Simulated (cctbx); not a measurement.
**Cr6Fe16SiPb6: precision against data quality**

Space group Fm-3m (no. 225), a = 11.8760 Å, b = 11.8760 Å, c = 11.8760 Å, α = 90.00°, β = 90.00°, γ = 90.00°.

| atom | mult. | x | y | z | Ueq (Å²) |
| --- | --- | --- | --- | --- | --- |
| Pb1 | 24 | 1/4 | 3/4 | 0 | 0.0081 |
| Fe1 | 32 | 0.1193 | 0.1193 | 0.6193 | 0.0131 |
| Fe2 | 32 | 0.3268 | 0.3268 | 0.8268 | 0.0116 |
| Cr1 | 24 | 1/2 | 0.2956 | 0 | 0.0115 |
| Si1 | 4 | 1/2 | 0 | 0 | 0.0127 |

The model is made up (kin elements in a known structure type, no relaxation), so it says nothing on whether the phase exists.

Five simulated data sets (cctbx; Ag Kα, λ = 0.56087 Å; 3 % proportional error) differ in resolution or exposure (noise floor 4 counts in the first three, 8 in the last two). Each is refined with the right model, isotropic at 1.1 Å and anisotropic otherwise. How do the figures of merit and the uncertainties move?

| d min (Å) | top counts | ⟨I/σ⟩ (unmerged, absences included) | unique | param. (scale apart) | Rint | R1 | GooF | largest s.u. xyz (fractional) | s.u. U of Si1 (Å²) | largest error (Å) |
| --- | --- | --- | --- | --- | --- | --- | --- | --- | --- | --- |
| 1.1 | 5000 | 2.5 | 55 | 8 | 0.042 | 0.0083 | 0.91 | 0.00021 | 0.0026 | 0.0020 |
| 0.84 | 5000 | 2.0 | 103 | 13 | 0.052 | 0.0100 | 0.94 | 0.00015 | 0.0015 | 0.0019 |
| 0.6 | 5000 | 1.4 | 248 | 13 | 0.066 | 0.0126 | 0.95 | 0.00011 | 0.0008 | 0.0026 |
| 0.75 | 300 | 0.3 | 139 | 13 | 0.459 | 0.0531 | 0.86 | 0.00098 | 0.0195 | 0.0177 |
| 0.75 | 3000 | 1.2 | 139 | 13 | 0.088 | 0.0158 | 0.88 | 0.00021 | 0.0022 | 0.0027 |

The number of reflections grows roughly as 1/d³: 55, 103 and 248 here. R1 follows the noise rather than the truth: at 300 counts it is 0.0531, at 3000 counts 0.0158, while GooF is 0.86 and 0.88: the weights 1/σ² carry the noise. The s.u. of U (U11 where anisotropic) for Si1 goes 0.0026, 0.0015, 0.0008 Å² with resolution and 0.0195, 0.0022 Å² with exposure.

Hardware for the 0.6 Å refinement: 0.69 s on 1 thread of Arm Neoverse N1, on a shared host, peak memory 0.1 GiB.
